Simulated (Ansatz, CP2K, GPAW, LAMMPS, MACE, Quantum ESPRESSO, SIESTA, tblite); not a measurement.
# Amorphous Ge (61 atoms) in CP2K, part 2 of 3

Aim: run amorphous Ge (61 atoms) in CP2K and see how near its forces come to a plane-wave reference, and at what cost.

Program: CP2K 2026.2; the method stands at each step. Banners, paths, timers and routine set-up lines are dropped from the logs unmarked, and long logs keep their key lines alone; longer cuts are marked.

So far. Step 2 (PBE, DZVP-UZH, 350/50 Ry, diagonalisation): Forces lie 12 % from the reference's, at 1.3 times its CPU time (on 2 against 8 cores). Step 3 (PBE, SZV-MOLOPT-SR, 350/50 Ry, diagonalisation): Against the first run (12 %), the force difference from the reference is 123 %, at 0.47 times the CPU time (on 1 against 2 cores), with 244 basis functions against 793; this set comes with other potentials too, so the change isn't the basis's alone.

## (4) PBE+D3, DZVP-UZH, 350/50 Ry, diagonalisation

Method: Kohn-Sham DFT, PBE+D3, GTH-PBE pseudopotentials, Gaussian and plane waves, DZVP-MOLOPT (UZH set), diagonalisation.

Contents of input.inp:

```
&GLOBAL
  PROJECT cell
  RUN_TYPE ENERGY_FORCE
  PRINT_LEVEL LOW
&END GLOBAL
&FORCE_EVAL
  METHOD QS
  STRESS_TENSOR ANALYTICAL
  &DFT
    BASIS_SET_FILE_NAME BASIS_MOLOPT_UZH
    POTENTIAL_FILE_NAME POTENTIAL_UZH
    &MGRID
      CUTOFF 350
      REL_CUTOFF 50
    &END MGRID
    &QS
      EPS_DEFAULT 1.0E-12
    &END QS
    &SCF
      SCF_GUESS ATOMIC
      EPS_SCF 1.0E-06
      MAX_SCF 200
      ADDED_MOS 27
      &DIAGONALIZATION
        ALGORITHM STANDARD
      &END DIAGONALIZATION
      &SMEAR ON
        METHOD FERMI_DIRAC
        ELECTRONIC_TEMPERATURE [K] 580
      &END SMEAR
      &MIXING
        METHOD BROYDEN_MIXING
        ALPHA 0.15
        NBROYDEN 8
      &END MIXING
      &PRINT
        &RESTART OFF
        &END RESTART
      &END PRINT
    &END SCF
    &XC
      &XC_FUNCTIONAL PBE
      &END XC_FUNCTIONAL
      &VDW_POTENTIAL
        POTENTIAL_TYPE PAIR_POTENTIAL
        &PAIR_POTENTIAL
          TYPE DFTD3
          PARAMETER_FILE_NAME dftd3.dat
          REFERENCE_FUNCTIONAL PBE
        &END PAIR_POTENTIAL
      &END VDW_POTENTIAL
    &END XC
    &PRINT
      &MULLIKEN ON
      &END MULLIKEN
      &HIRSHFELD ON
        SHAPE_FUNCTION DENSITY
      &END HIRSHFELD
      &MO ON
        EIGENVALUES T
        OCCUPATION_NUMBERS T
        MO_INDEX_RANGE 111 134
        &EACH
          QS_SCF 0
        &END EACH
        ADD_LAST NUMERIC
      &END MO
    &END PRINT
  &END DFT
  &SUBSYS
    &CELL
      A 11.51210 0.00000 0.00000
      B 0.00000 11.51210 0.00000
      C 0.00000 0.00000 11.51210
    &END CELL
    &TOPOLOGY
      COORD_FILE_NAME structure.xyz
      COORD_FILE_FORMAT XYZ
    &END TOPOLOGY
    &KIND Ge
      BASIS_SET DZVP-MOLOPT-PBE-GTH-q4
      POTENTIAL GTH-PBE-q4
    &END KIND
  &END SUBSYS
  &PRINT
    &FORCES ON
    &END FORCES
    &STRESS_TENSOR ON
    &END STRESS_TENSOR
  &END PRINT
&END FORCE_EVAL
```

Contents of structure.xyz:

```xyz
61

[... 61 atom lines left out: the same atoms as in the first run ...]
```

On the command line:

```console
$ OMP_NUM_THREADS=2 cp2k.psmp -i input.inp > output.txt
```

Numbers of over 12 decimals in the logs are rounded to 6 here.

Log:

```text
CP2K| version string:                                       CP2K version 2026.2
 CP2K| Input file name                                                 input.inp
 GLOBAL| Basis set file name                                    BASIS_MOLOPT_UZH
 GLOBAL| Potential file name                                       POTENTIAL_UZH
 GLOBAL| Run type                                                   ENERGY_FORCE
 GLOBAL| Total number of message passing processes                             1
 GLOBAL| Number of threads for this process                                    2
 TOTAL NUMBERS AND MAXIMUM NUMBERS
  Total number of            - Atomic kinds:                                   1
                             - Atoms:                                         61
[... lines left out ...]
                        Smear method:                                FERMI_DIRAC
[... lines left out ...]
 Number of electrons:                                                        244
[... lines left out ...]
  Step     Update method      Time    Convergence         Total energy    Change
[... lines left out ...]
  *** SCF run converged in    20 steps ***
[... lines left out ...]
  Fermi energy:                                                 0.131156
  Total energy:                                              -239.515099
  Total energy (extrapolated to T->0):                       -239.512892
[... lines left out ...]
 MO| E(Fermi):            0.131156 a.u.          3.568935 eV
[... lines left out ...]
 !-----------------------------------------------------------------------------!
 !-----------------------------------------------------------------------------!
                           Hirshfeld Charges
  #Atom  Element  Kind  Ref Charge     Population                    Net charge
      1       Ge     1       4.000          4.007                        -0.007
      2       Ge     1       4.000          4.022                        -0.022
      3       Ge     1       4.000          4.001                        -0.001
[...]
60       Ge     1       4.000          4.013                        -0.013
     61       Ge     1       4.000          4.006                        -0.006
  Total Charge                                                           -0.000
 !-----------------------------------------------------------------------------!
 ENERGY| Total FORCE_EVAL ( QS ) energy [hartree]           -239.515103
 FORCES| Atomic forces [hartree/bohr]
 FORCES|   Atom     x               y               z               |f|
 FORCES|      1 -3.16361099E-03  7.64523385E-03 -1.29366386E-03   8.37446125E-03
 FORCES|      2 -1.34614511E-03 -2.64713167E-03 -4.12274682E-03   5.08098948E-03
 FORCES|      3 -1.41891662E-03 -6.07385749E-03  1.28465318E-03   6.36831242E-03
[...]
FORCES|     60  4.38311543E-03 -8.75754547E-04  5.18884337E-03   6.84855769E-03
 FORCES|     61 -4.88209364E-03  4.05628976E-03  9.51939211E-04   6.41829519E-03
 FORCES| Sum     4.73426366E-08  1.42586917E-08  1.36290249E-07
 FORCES| Total atomic force                                       1.44981611E-07
 STRESS| Analytical stress tensor [bar]
 STRESS|                        x                   y                   z
 STRESS|      x       -1.82213166277E+04   1.38787961852E+04  -3.32911607279E+03
 STRESS|      y        1.38787961852E+04   2.95692564794E+03  -8.02757421844E+03
 STRESS|      z       -3.32911607279E+03  -8.02757421844E+03   2.91798800611E+04
 STRESS| 1/3 Trace                                             4.63849636045E+03
```

The job ended after 89 s (2 threads of Arm Neoverse V1, shared host; peak memory 1.9 GiB).

Numbers from this run, and their distance from the reference:

```yaml
r_m_s_force_component: 0.2372 eV/Å
r_m_s_difference_of_force_components: 38.27 meV/Å
longest_difference_of_force_vectors: 136.2 meV/Å
force_difference_over_r_m_s_force: 16.02 %
slope_of_forces_against_the_reference_s: 0.9801
correlation_of_force_components: 0.9871
pressure: 0.4638 GPa
pressure_difference: -0.1126 GPa
```

Against the first run (12 %), the force difference from the reference is 16 %, at 1.0 times the CPU time; the model has changed, so this is no error of the program alone.

## (5) PBE, DZVP-UZH, 244/50 Ry, diagonalisation

Method: Kohn-Sham DFT, PBE, GTH-PBE pseudopotentials, Gaussian and plane waves, DZVP-MOLOPT (UZH set), diagonalisation.

input.inp, as its differences from that of step 4:

```diff
@@ -12,3 +12,3 @@
     &MGRID
-      CUTOFF 350
+      CUTOFF 244
       REL_CUTOFF 50
@@ -43,10 +43,2 @@
       &END XC_FUNCTIONAL
-      &VDW_POTENTIAL
-        POTENTIAL_TYPE PAIR_POTENTIAL
-        &PAIR_POTENTIAL
-          TYPE DFTD3
-          PARAMETER_FILE_NAME dftd3.dat
-          REFERENCE_FUNCTIONAL PBE
-        &END PAIR_POTENTIAL
-      &END VDW_POTENTIAL
     &END XC
@@ -75,6 +67,29 @@
     &END CELL
-    &TOPOLOGY
-      COORD_FILE_NAME structure.xyz
-      COORD_FILE_FORMAT XYZ
-    &END TOPOLOGY
+    &COORD
+      Ge 7.06555 3.19656 0.66321
+      Ge 2.39498 10.98864 2.68980
+      Ge 11.49886 11.20024 3.21095
+      Ge 7.24445 3.10573 8.38346
+      Ge 2.22034 11.13220 6.70119
+      Ge 4.66919 5.60731 3.00995
+      Ge 10.37850 1.98215 6.52345
+      Ge 6.66251 2.58032 4.46934
+      Ge 10.27800 8.03073 7.61583
+      Ge 8.83070 4.96528 8.93512
+      Ge 7.64887 1.72025 10.32336
+      Ge 11.48516 2.12732 8.73596
+      Ge 3.71461 1.36925 10.53242
+      Ge 4.53427 7.91871 5.80026
+      Ge 3.22339 3.55563 2.37161
+      Ge 5.64139 9.97823 4.88447
+      Ge 1.60179 6.16035 10.11349
+      Ge 6.65434 5.03873 4.30034
+      Ge 5.06763 7.68421 1.67973
+      Ge 11.23489 4.45887 9.58267
+[... 37 atom lines left out ...]
+      Ge 10.66999 9.19540 1.83825
+      Ge 2.27375 1.45006 1.11679
+      Ge 5.82685 11.43992 10.56753
+      Ge 1.24170 7.27576 7.92481
+    &END COORD
     &KIND Ge
```

Log:

```text
CP2K| version string:                                       CP2K version 2026.2
 CP2K| Input file name                                                 input.inp
 GLOBAL| Basis set file name                                    BASIS_MOLOPT_UZH
 GLOBAL| Potential file name                                       POTENTIAL_UZH
 GLOBAL| Run type                                                   ENERGY_FORCE
 GLOBAL| Total number of message passing processes                             1
 GLOBAL| Number of threads for this process                                    2
[... lines left out ...]
                        Smear method:                                FERMI_DIRAC
[... lines left out ...]
 Number of electrons:                                                        244
[... lines left out ...]
  Step     Update method      Time    Convergence         Total energy    Change
[... lines left out ...]
  *** SCF run converged in    20 steps ***
[... lines left out ...]
  Fermi energy:                                                 0.131156
  Total energy:                                              -239.176902
  Total energy (extrapolated to T->0):                       -239.174695
[... lines left out ...]
 MO| E(Fermi):            0.131156 a.u.          3.568935 eV
[... lines left out ...]
     61       Ge     1       4.000          4.006                        -0.006
  Total Charge                                                           -0.000
 !-----------------------------------------------------------------------------!
 ENERGY| Total FORCE_EVAL ( QS ) energy [hartree]           -239.176906
 FORCES| Atomic forces [hartree/bohr]
 FORCES|   Atom     x               y               z               |f|
 FORCES|      1 -3.09161045E-03  7.61711971E-03 -1.27660834E-03   8.31915240E-03
 FORCES|      2 -1.70758599E-03 -2.63612111E-03 -3.84360574E-03   4.96369716E-03
 FORCES|      3 -1.36138893E-03 -6.57894711E-03  1.12332892E-03   6.81159253E-03
[...]
FORCES|     60  4.21798304E-03 -1.40583224E-03  4.87425134E-03   6.59742915E-03
 FORCES|     61 -4.80313789E-03  3.54488791E-03  6.32386815E-04   6.00302232E-03
 FORCES| Sum    -3.45022329E-06  1.72648938E-06  2.28196214E-08
 FORCES| Total atomic force                                       3.85815073E-06
 STRESS| Analytical stress tensor [bar]
 STRESS|                        x                   y                   z
 STRESS|      x       -1.22857914735E+04   1.38785738395E+04  -3.30560785860E+03
 STRESS|      y        1.38785738395E+04   8.85604110212E+03  -8.29580554733E+03
 STRESS|      z       -3.30560785860E+03  -8.29580554733E+03   3.49091110147E+04
 STRESS| 1/3 Trace                                             1.04931202145E+04
```

Elapsed: 85 s, on 2 threads; peak memory 1.4 GiB; 2.6 min of CPU time.

Compared with the plane-wave run:

```
r.m.s. force component                          : 0.2393 eV/Å
r.m.s. difference of force components           : 28.37 meV/Å
longest difference of force vectors             : 135.9 meV/Å
force difference over r.m.s. force              : 11.87 %
slope of forces against the reference's         : 0.9946
correlation of force components                 : 0.993
pressure                                        : 1.049 GPa
pressure difference                             : 0.4729 GPa
energy less the same-level run's                : 0.0002 meV/atom
r.m.s. force difference from the same-level run : 0.032 meV/Å
```

Against the first run (12 %), the force difference from the reference is 12 %, at 0.97 times the CPU time: the change moves forces by 0.032 meV/Å r.m.s., so most of the difference comes from elsewhere.

## (6) PBEsol, PBE potentials, DZVP-UZH, 350/50 Ry, diagonalisation

Method: Kohn-Sham DFT, PBEsol, GTH-PBE pseudopotentials, Gaussian and plane waves, DZVP-MOLOPT (UZH set), diagonalisation.

input.inp, as its differences from that of step 5:

```diff
@@ -12,3 +12,3 @@
     &MGRID
-      CUTOFF 244
+      CUTOFF 350
       REL_CUTOFF 50
@@ -41,3 +41,6 @@
     &XC
-      &XC_FUNCTIONAL PBE
+      &XC_FUNCTIONAL
+        &PBE
+          PARAMETRIZATION PBESOL
+        &END PBE
       &END XC_FUNCTIONAL
```

Log:

```text
CP2K| version string:                                       CP2K version 2026.2
 CP2K| Input file name                                                 input.inp
 GLOBAL| Basis set file name                                    BASIS_MOLOPT_UZH
 GLOBAL| Potential file name                                       POTENTIAL_UZH
 GLOBAL| Run type                                                   ENERGY_FORCE
 GLOBAL| Total number of message passing processes                             1
 GLOBAL| Number of threads for this process                                    2
 TOTAL NUMBERS AND MAXIMUM NUMBERS
  Total number of            - Atomic kinds:                                   1
                             - Atoms:                                         61
[... lines left out ...]
                        Smear method:                                FERMI_DIRAC
[... lines left out ...]
 Number of electrons:                                                        244
[... lines left out ...]
  Step     Update method      Time    Convergence         Total energy    Change
[... lines left out ...]
  *** SCF run converged in    20 steps ***
[... lines left out ...]
  Fermi energy:                                                 0.130684
  Total energy:                                              -238.608918
  Total energy (extrapolated to T->0):                       -238.606787
[... lines left out ...]
 MO| E(Fermi):            0.130684 a.u.          3.556086 eV
[... lines left out ...]
 !-----------------------------------------------------------------------------!
 !-----------------------------------------------------------------------------!
                           Hirshfeld Charges
  #Atom  Element  Kind  Ref Charge     Population                    Net charge
      1       Ge     1       4.000          4.007                        -0.007
      2       Ge     1       4.000          4.021                        -0.021
      3       Ge     1       4.000          4.001                        -0.001
[...]
60       Ge     1       4.000          4.012                        -0.012
     61       Ge     1       4.000          4.006                        -0.006
  Total Charge                                                           -0.000
 !-----------------------------------------------------------------------------!
 ENERGY| Total FORCE_EVAL ( QS ) energy [hartree]           -238.608920
 FORCES| Atomic forces [hartree/bohr]
 FORCES|   Atom     x               y               z               |f|
 FORCES|      1 -3.54616499E-03  8.59003456E-03 -1.22875276E-03   9.37410333E-03
 FORCES|      2 -1.64100132E-03 -2.91120062E-03 -3.94027490E-03   5.16659856E-03
 FORCES|      3 -1.86601778E-03 -6.55569566E-03  4.39198155E-04   6.83023154E-03
[...]
FORCES|     60  3.88066274E-03 -1.42003592E-03  4.69073561E-03   6.25132353E-03
 FORCES|     61 -5.33945161E-03  3.35873563E-03  2.00086555E-04   6.31117130E-03
 FORCES| Sum    -8.96600640E-08  2.84840337E-08 -7.39622685E-09
 FORCES| Total atomic force                                       9.43661562E-08
 STRESS| Analytical stress tensor [bar]
 STRESS|                        x                   y                   z
 STRESS|      x       -1.85903444428E+04   1.35584849375E+04  -3.10910764373E+03
 STRESS|      y        1.35584849375E+04   2.16896173586E+03  -7.92595413954E+03
 STRESS|      z       -3.10910764373E+03  -7.92595413954E+03   2.82473108363E+04
 STRESS| 1/3 Trace                                             3.94197604312E+03
```

Wall time 90 s (2 threads); peak memory 1.8 GiB.

Against the reference:

- r.m.s. force component: 0.2436 eV/Å
- r.m.s. difference of force components: 32.52 meV/Å
- longest difference of force vectors: 108.3 meV/Å
- force difference over r.m.s. force: 13.61 %
- slope of forces against the reference's: 1.011
- correlation of force components: 0.9911
- pressure: 0.3942 GPa
- pressure difference: -0.1822 GPa

Against the first run (12 %), the force difference from the reference is 14 %, at 1.0 times the CPU time; the model has changed, so this is no error of the program alone.

## (7) PBE, DZVP-UZH, 489/50 Ry, diagonalisation

Method: Kohn-Sham DFT, PBE, GTH-PBE pseudopotentials, Gaussian and plane waves, DZVP-MOLOPT (UZH set), diagonalisation.

input.inp, as its differences from that of step 6:

```diff
@@ -12,3 +12,3 @@
     &MGRID
-      CUTOFF 350
+      CUTOFF 489
       REL_CUTOFF 50
@@ -41,6 +41,3 @@
     &XC
-      &XC_FUNCTIONAL
-        &PBE
-          PARAMETRIZATION PBESOL
-        &END PBE
+      &XC_FUNCTIONAL PBE
       &END XC_FUNCTIONAL
@@ -70,5 +67,6 @@
     &END CELL
-    &COORD
-[... 61 atom lines left out: the same atoms as in the first run ...]
-    &END COORD
+    &TOPOLOGY
+      COORD_FILE_NAME structure.xyz
+      COORD_FILE_FORMAT XYZ
+    &END TOPOLOGY
     &KIND Ge
```

structure.xyz is that of step 4.

Log:

```text
CP2K| version string:                                       CP2K version 2026.2
 CP2K| Input file name                                                 input.inp
 GLOBAL| Basis set file name                                    BASIS_MOLOPT_UZH
 GLOBAL| Potential file name                                       POTENTIAL_UZH
 GLOBAL| Run type                                                   ENERGY_FORCE
 GLOBAL| Total number of message passing processes                             1
 GLOBAL| Number of threads for this process                                    2
[... lines left out ...]
                        Smear method:                                FERMI_DIRAC
[... lines left out ...]
 Number of electrons:                                                        244
[... lines left out ...]
  Step     Update method      Time    Convergence         Total energy    Change
[... lines left out ...]
  *** SCF run converged in    20 steps ***
[... lines left out ...]
  Fermi energy:                                                 0.131156
  Total energy:                                              -239.176902
  Total energy (extrapolated to T->0):                       -239.174695
[... lines left out ...]
 MO| E(Fermi):            0.131156 a.u.          3.568935 eV
[... lines left out ...]
     61       Ge     1       4.000          4.006                        -0.006
  Total Charge                                                           -0.000
 !-----------------------------------------------------------------------------!
 ENERGY| Total FORCE_EVAL ( QS ) energy [hartree]           -239.176906
 FORCES| Atomic forces [hartree/bohr]
 FORCES|   Atom     x               y               z               |f|
 FORCES|      1 -3.09136965E-03  7.61683933E-03 -1.27648405E-03   8.31878712E-03
 FORCES|      2 -1.70754525E-03 -2.63596129E-03 -3.84364647E-03   4.96362981E-03
 FORCES|      3 -1.36106647E-03 -6.57862127E-03  1.12318147E-03   6.81118906E-03
[...]
FORCES|     60  4.21833421E-03 -1.40616754E-03  4.87404791E-03   6.59757483E-03
 FORCES|     61 -4.80301701E-03  3.54517546E-03  6.32576506E-04   6.00311540E-03
 FORCES| Sum     2.81546788E-07  1.76355145E-07 -1.68746226E-07
 FORCES| Total atomic force                                       3.72619135E-07
 STRESS| Analytical stress tensor [bar]
 STRESS|                        x                   y                   z
 STRESS|      x       -1.22858324809E+04   1.38785734174E+04  -3.30560943459E+03
 STRESS|      y        1.38785734174E+04   8.85612841708E+03  -8.29580521912E+03
 STRESS|      z       -3.30560943459E+03  -8.29580521912E+03   3.49091071840E+04
 STRESS| 1/3 Trace                                             1.04931343734E+04
```

The job ended after 2 min (2 threads; peak memory 2.9 GiB).

Numbers from this run, and their distance from the reference:

```yaml
r_m_s_force_component: 0.2393 eV/Å
r_m_s_difference_of_force_components: 28.36 meV/Å
longest_difference_of_force_vectors: 135.9 meV/Å
force_difference_over_r_m_s_force: 11.87 %
slope_of_forces_against_the_reference_s: 0.9946
correlation_of_force_components: 0.993
pressure: 1.049 GPa
pressure_difference: 0.4729 GPa
energy_less_the_same_level_run_s: 0.0002 meV/atom
r_m_s_force_difference_from_the_same_level_run: 0.032 meV/Å
```

Against the first run (12 %), the force difference from the reference is 12 %, at 1.4 times the CPU time: the change moves forces by 0.032 meV/Å r.m.s., so most of the difference comes from elsewhere.

[end of part 2 of 3]

[Also dropped from logs without a mark: logging warnings of Python, and SIESTA's first energy breakdown and zero terms.]

[Logs are printed without paths, hosts, clocks, repeated set-up lines and the standing remarks that a program may print on its own settings, such as how far it seeks lower states.]

[Hosts, paths, dates, database ids (printed as entryN), source tags and the programs' standing remarks are cut or masked in the printed files.]
